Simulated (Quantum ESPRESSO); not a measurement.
**InNi2SbO6: spin-resolved density of states**

Wanted: the exchange-split electronic structure of InNi2SbO6.

Program: Quantum ESPRESSO 7.5. Level of theory: PBEsol with U = 6 eV on Ni d (ortho-atomic projectors); plane waves with GBRV 1.5 PBEsol potentials, no spin-orbit coupling. Results are calculated unless marked as measured.

## Step 1: Starting point

The structure is trigonal, space group R3 (No. 146). Conventional cell: a = 5.286 Å, b = 5.286 Å, c = 14.240 Å, α = 90.00°, β = 90.00°, γ = 120.00°. Nearest to In lie 6 O at 2.13 to 2.29 Å. Nearest to Ni lie 6 O at 2.05 to 2.15 Å. Nearest to Ni lie 6 O at 2.08 to 2.16 Å. Sb has 6 O at 2.00 to 2.06 Å nearest. O has 1 Sb at 2.00 Å and 2 Ni at 2.08 to 2.15 Å and 1 In at 2.29 Å nearest. Nearest to O lie 2 Ni at 2.05 to 2.16 Å and 1 Sb at 2.06 Å and 1 In at 2.13 Å. Farther neighbours and most contacts between anions are not listed.

The cell comes from Materials Project 2023-11-01, a database of computed structures, and need not be the stable phase.

## Step 2: The magnetic state

This state came out lowest in a comparison of starts that is told elsewhere.

Input file pw.in:

```
&CONTROL
  calculation = 'scf'
  prefix = 'pwscf'
  outdir = './tmp'
  pseudo_dir = './pseudo'
  disk_io = 'low'
/
&SYSTEM
  ibrav = 0
  celldm(1) = 8
  nat = 10
  ntyp = 5
  ecutwfc = 40
  ecutrho = 280
  nbnd = 68
  occupations = 'smearing'
  smearing = 'fd'
  degauss = 0.00367493
  nspin = 2
  starting_magnetization(1) = 0
  starting_magnetization(2) = 0.1111
  starting_magnetization(3) = -0.1111
  starting_magnetization(4) = 0
  starting_magnetization(5) = 0
/
&ELECTRONS
  conv_thr = 2d-08
  electron_maxstep = 150
  mixing_beta = 0.3
/
ATOMIC_SPECIES
In    114.8180 in_pbesol_v1.4.uspp.F.UPF
Ni1    58.6934 ni_pbesol_v1.4.uspp.F.UPF
Ni2    58.6934 ni_pbesol_v1.4.uspp.F.UPF
Sb    121.7600 sb_pbesol_v1.4.uspp.F.UPF
O      15.9990 o_pbesol_v1.2.uspp.F.UPF
CELL_PARAMETERS alat
   0.6243546544384    0.3604713278128    1.1212377622045
  -0.6243546544384    0.3604713278128    1.1212377622045
   0.0000000000000   -0.7209426556257    1.1212377622045
ATOMIC_POSITIONS crystal
In      0.2056830000    0.2056830000    0.2056830000
Ni1     0.9983680000    0.9983680000    0.9983680000
Ni2     0.4931743300    0.4931743300    0.4931743300
Sb      0.6959510000    0.6959510000    0.6959510000
O       0.7864580000    0.0838620000    0.4128670000
O       0.0838620000    0.4128670000    0.7864580000
O       0.4128670000    0.7864580000    0.0838620000
O       0.3021400000    0.8828500000    0.6150450000
O       0.8828500000    0.6150450000    0.3021400000
O       0.6150450000    0.3021400000    0.8828500000
K_POINTS automatic
6 6 6 0 0 0
HUBBARD {ortho-atomic}
U Ni1-3d 6.0000
U Ni2-3d 6.0000
```

The run is started by

```sh
OMP_NUM_THREADS=1 mpirun -n 4 pw.x -nk 4 -in pw.in > pw.out
```

Log:

```text
Program PWSCF v.7.5 starts

     Message from routine setup:
     using ibrav=0 with symmetry is DISCOURAGED, use correct ibrav instead

     K-points division:     npool     =       4
     Subspace diagonalization in iterative solution of the eigenvalue problem:

     bravais-lattice index     =            0
     lattice parameter (alat)  =       8.0000  a.u.
     unit-cell volume          =     775.2129 (a.u.)^3
     number of atoms/cell      =           10
     number of atomic types    =            5
     number of electrons       =       100.00
     number of Kohn-Sham states=           68
     kinetic-energy cutoff     =      40.0000  Ry
     charge density cutoff     =     280.0000  Ry
     scf convergence threshold =      2.0E-08
     mixing beta               =       0.3000
     number of iterations used =            8  plain     mixing
     Exchange-correlation= SLA  PW   PSX  PSC
                           (   1   4  10   8   0   0   0)
     Hubbard projectors: ortho-atomic
     Hubbard parameters of DFT+U (Dudarev formulation) in eV:
     U(Ni1-3d) =  6.0000
     U(Ni2-3d) =  6.0000

     Internal variables: lda_plus_u =T, lda_plus_u_kind = 0

     Internal variables: orbital_resolved =F, hub_pot_fix =F, apply_U = F

     celldm(1)=   8.000000  celldm(2)=   0.000000  celldm(3)=   0.000000
     celldm(4)=   0.000000  celldm(5)=   0.000000  celldm(6)=   0.000000

     crystal axes: (cart. coord. in units of alat)
               a(1) = (   0.624355   0.360471   1.121238 )
               a(2) = (  -0.624355   0.360471   1.121238 )
               a(3) = (   0.000000  -0.720943   1.121238 )

     reciprocal axes: (cart. coord. in units 2 pi/alat)
               b(1) = (  0.800827  0.462358  0.297290 )
               b(2) = ( -0.800827  0.462358  0.297290 )
               b(3) = (  0.000000 -0.924715  0.297290 )

     PseudoPot. # 1 for In read from file:
     in_pbesol_v1.4.uspp.F.UPF
     Pseudo is Ultrasoft + core correction, Zval = 13.0

     PseudoPot. # 2 for Ni read from file:
     ni_pbesol_v1.4.uspp.F.UPF
     Pseudo is Ultrasoft + core correction, Zval = 18.0

     PseudoPot. # 3 for Ni read from file:
     ni_pbesol_v1.4.uspp.F.UPF
     Pseudo is Ultrasoft + core correction, Zval = 18.0

     PseudoPot. # 4 for Sb read from file:
     sb_pbesol_v1.4.uspp.F.UPF
     Pseudo is Ultrasoft + core correction, Zval = 15.0

     PseudoPot. # 5 for O  read from file:
     o_pbesol_v1.2.uspp.F.UPF
     Pseudo is Ultrasoft + core correction, Zval =  6.0

     atomic species   valence    mass     pseudopotential
     In               13.00   114.81800     In( 1.00)
     Ni1              18.00    58.69340     Ni( 1.00)
     Ni2              18.00    58.69340     Ni( 1.00)
     Sb               15.00   121.76000     Sb( 1.00)
     O                 6.00    15.99900     O ( 1.00)

     Starting magnetic structure
     atomic species   magnetization
     In              0.000
     Ni1             0.111
     Ni2            -0.111
     Sb              0.000
     O               0.000

      3 Sym. Ops. (no inversion) found

   Cartesian axes

     site n.     atom                  positions (alat units)
         1        In     tau(   1) = (  -0.0000000  -0.0000000   0.6918586  )
         2        Ni1    tau(   2) = (  -0.0000000  -0.0000000   3.3582237  )
         3        Ni2    tau(   3) = (  -0.0000000  -0.0000000   1.6588970  )
         4        Sb     tau(   4) = (   0.0000000  -0.0000000   2.3409796  )
         5        O      tau(   5) = (   0.4386691   0.0160720   1.4387577  )
         6        O      tau(   6) = (  -0.2054158  -0.3879346   1.4387577  )
         7        O      tau(   7) = (  -0.2332533   0.3718626   1.4387577  )
         8        O      tau(   8) = (  -0.3625690  -0.0162573   2.0182672  )
         9        O      tau(   9) = (   0.1672053   0.3221226   2.0182672  )
        10        O      tau(  10) = (   0.1953637  -0.3058653   2.0182672  )

     number of k points=    40  Fermi-Dirac smearing, width (Ry)=  0.0037
                       cart. coord. in units 2pi/alat
        k(    1) = (   0.0000000   0.0000000   0.0000000), wk =   0.0046296
        k(    2) = (   0.0000000  -0.1541192   0.0495484), wk =   0.0277778
        k(    3) = (   0.0000000  -0.3082384   0.0990968), wk =   0.0277778
        k(    4) = (   0.0000000   0.4623576  -0.1486452), wk =   0.0138889
        k(    5) = (  -0.1334711  -0.0770596   0.0990968), wk =   0.0277778
        [... 35 further k-points ...]

     Dense  grid:    61349 G-vectors     FFT dimensions: (  60,  60,  60)

     Smooth grid:    26491 G-vectors     FFT dimensions: (  45,  45,  45)

     Check: negative core charge=   -0.000007
     Generating pointlists ...
     new r_m :   0.2073 (alat units)  1.6584 (a.u.) for type    1
     new r_m :   0.1999 (alat units)  1.5992 (a.u.) for type    2
     new r_m :   0.2026 (alat units)  1.6205 (a.u.) for type    3
     new r_m :   0.1953 (alat units)  1.5627 (a.u.) for type    4
     new r_m :   0.1953 (alat units)  1.5627 (a.u.) for type    5

     Initial potential from superposition of free atoms

     starting charge      93.5000, renormalised to     100.0000

     STARTING HUBBARD OCCUPATIONS:

     =================== HUBBARD OCCUPATIONS ===================
     ------------------------ ATOM    2 ------------------------
     Tr[ns(  2)] (up, down, total) =   5.00000  3.00000  8.00000
     Atomic magnetic moment for atom   2 =   2.00000
     [... lines left out ...]
     ------------------------ ATOM    3 ------------------------
     Tr[ns(  3)] (up, down, total) =   3.00000  5.00000  8.00000
     Atomic magnetic moment for atom   3 =  -2.00000
     [... lines left out ...]
     Number of occupied Hubbard levels =   16.0000

     Atomic wfc used for Hubbard projectors are orthogonalized

     Starting wfcs are   68 randomized atomic wfcs

     Self-consistent Calculation

     iteration #  1     ecut=    40.00 Ry     beta= 0.30
     Davidson diagonalization with overlap
     ethr =  1.00E-02,  avg # of iterations =  5.1

     =================== HUBBARD OCCUPATIONS ===================
     ------------------------ ATOM    2 ------------------------
     Tr[ns(  2)] (up, down, total) =   2.50679  0.26843  2.77522
     Atomic magnetic moment for atom   2 =   2.23836
     [... lines left out ...]
     ------------------------ ATOM    3 ------------------------
     Tr[ns(  3)] (up, down, total) =   0.27814  2.77536  3.05349
     Atomic magnetic moment for atom   3 =  -2.49722
     [... lines left out ...]
     Number of occupied Hubbard levels =    5.8287

     total energy              =   -1174.02498840 Ry
     estimated scf accuracy    <      67.24315249 Ry

     total magnetization       =    -0.27 Bohr mag/cell
     absolute magnetization    =     5.42 Bohr mag/cell

     iteration #  2     ecut=    40.00 Ry     beta= 0.30
     Davidson diagonalization with overlap
     ethr =  1.00E-02,  avg # of iterations =  3.0

     total energy              =   -1194.97376511 Ry
     estimated scf accuracy    <      40.61682762 Ry

     total magnetization       =     0.00 Bohr mag/cell
     absolute magnetization    =     0.37 Bohr mag/cell

     [... further iterations left out ...]

     iteration # 21     ecut=    40.00 Ry     beta= 0.30
     Davidson diagonalization with overlap
     ethr =  4.69E-11,  avg # of iterations =  1.2

     total energy              =   -1197.11374277 Ry
     estimated scf accuracy    <       0.00000003 Ry

     total magnetization       =    -0.00 Bohr mag/cell
     absolute magnetization    =     3.82 Bohr mag/cell

     iteration # 22     ecut=    40.00 Ry     beta= 0.30
     Davidson diagonalization with overlap
     ethr =  2.80E-11,  avg # of iterations =  2.0

     Magnetic moment per site  (integrated on atomic sphere of radius R)
     atom   1 (R=0.207)  charge=  9.3053  magn=  0.0011
     atom   2 (R=0.200)  charge= 15.5143  magn=  1.6892
     atom   3 (R=0.203)  charge= 15.5595  magn= -1.6986
     atom   4 (R=0.195)  charge= 10.0943  magn= -0.0011
     atom   5 (R=0.195)  charge=  5.4765  magn=  0.0060
     atom   6 (R=0.195)  charge=  5.4765  magn=  0.0060
     atom   7 (R=0.195)  charge=  5.4765  magn=  0.0060
     atom   8 (R=0.195)  charge=  5.4950  magn= -0.0038
     atom   9 (R=0.195)  charge=  5.4950  magn= -0.0038
     atom  10 (R=0.195)  charge=  5.4950  magn= -0.0038

     End of self-consistent calculation

     =================== HUBBARD OCCUPATIONS ===================
     ------------------------ ATOM    2 ------------------------
     Tr[ns(  2)] (up, down, total) =   4.97356  3.25078  8.22435
     Atomic magnetic moment for atom   2 =   1.72278
     [... lines left out ...]
     ------------------------ ATOM    3 ------------------------
     Tr[ns(  3)] (up, down, total) =   3.24233  4.97482  8.21715
     Atomic magnetic moment for atom   3 =  -1.73249
     [... lines left out ...]
     Number of occupied Hubbard levels =   16.4415

     [... lines left out ...]
     the Fermi energy is    10.2204 ev

!    total energy              =   -1197.11374331 Ry
     estimated scf accuracy    <          5.5E-09 Ry
     smearing contrib. (-TS)   =      -0.00000000 Ry
     internal energy E=F+TS    =   -1197.11374330 Ry

     The total energy is F=E-TS. E is the sum of the following terms:
     one-electron contribution =    -672.15078112 Ry
     hartree contribution      =     399.34457147 Ry
     xc contribution           =    -194.84480429 Ry
     ewald contribution        =    -729.59168876 Ry
     Hubbard energy            =       0.12895940 Ry

     total magnetization       =    -0.00 Bohr mag/cell
     absolute magnetization    =     3.82 Bohr mag/cell

     convergence has been achieved in  22 iterations

=------------------------------------------------------------------------------=
   JOB DONE.
=------------------------------------------------------------------------------=
```

It took 3.7 min on 4 MPI ranks of Arm Neoverse V2, shared host; peak memory 1 GiB.

Spin moment in the atom's sphere by atom:

```csv
atom,spin moment in the atom's sphere (μB)
In1,0.00
Ni2,1.69
Ni3,-1.70
Sb4,0.00
O5,0.01
O6,0.01
O7,0.01
O8,0.00
O9,0.00
O10,0.00
```

Numbers from this step:

* smearing term TS: 5.90e-8 eV
* magnetization: 0 μB
* absolute magnetization: 3.82 μB
* final state: antiferromagnetic

(Continued in part 2 of 2.)

[Logs and program files are shortened in this print: banners, set-up blocks, solver, clock and traceback lines can be left out without a mark of their own.]

[Logs are printed without paths, hosts, clocks, repeated set-up lines and the standing remarks that a program may print on its own settings, such as how far it seeks lower states.]

[Hosts, paths, dates, database ids (printed as entryN), source tags and the programs' standing remarks are cut or masked in the printed files.]

[Where a cell is said to come from a database of computed structures, the database is the Materials Project.]
